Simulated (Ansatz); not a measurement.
An input for Ansatz 0.2.0 (CdS (Greenockite)):

```yaml
crystal:
  lattice:
    - [4.137, 0.0, 0.0]
    - [-2.0685, 3.5827470955, 0.0]
    - [0.0, 0.0, 6.7144]
  atoms:
    - { symbol: Cd, position: [0.6666666667, 0.3333333333, 0.0] }
    - { symbol: Cd, position: [0.3333333333, 0.6666666667, 0.5] }
    - { symbol: S, position: [0.6666666667, 0.3333333333, 0.375] }
    - { symbol: S, position: [0.3333333333, 0.6666666667, 0.875] }
kpoints:
  mp_grid: { grid: [6, 6, 2] }
  band_path:
    path:
      - [0.0, 0.0, 0.0]
      - [0.5, 0.0, 0.0]
      - [0.33333333, 0.33333333, 0.0]
      - [0.0, 0.0, 0.5]
      - [0.5, 0.0, 0.5]
      - [0.33333333, 0.33333333, 0.5]
    npoints: 1
hamiltonian:
  xc: hse06
scf:
  occupations: { method: fixed }
  n_extra_bands: 5
output:
  eigenvalues: true
```

```sh
ansatz run input.yaml --threads 3 --pin off --max-ram 92160MiB --backend cuda --events-out ev --progress --plain --runs-dir out --devices 1 --max-vram 13GiB
```

Question: How long will it take on 1 × NVIDIA H100 80GB HBM3 (shared by 6 runs) with 3 threads of AMD EPYC 7R13 (Zen 3), shared host, and how much memory?

It took 19 s; on shared hardware allow 9.3 s to 37 s. Peak host memory was 1.3 GiB. The sizes that set the cost: 1943 plane waves a state, 14 irreducible k points and 11 SCF cycles.

Exact exchange couples every pair of k points and filled bands, so it costs far more than a semilocal run.

[Paths, hosts, dates, memory and timing lines, banners, echoed tables and standing remarks are left out of the program output.]

[Logs are printed without paths, hosts, clocks, repeated set-up lines and the standing remarks that a program may print on its own settings, such as how far it seeks lower states.]

[Runs of the session that timed out or met a known fault of the program may be left out.]

[Cells called generated may have been cut or substituted from an entry of the Crystallography Open Database or the Materials Project.]

[Hosts, paths, dates, database ids (printed as entryN), source tags and the programs' standing remarks are cut or masked in the printed files.]
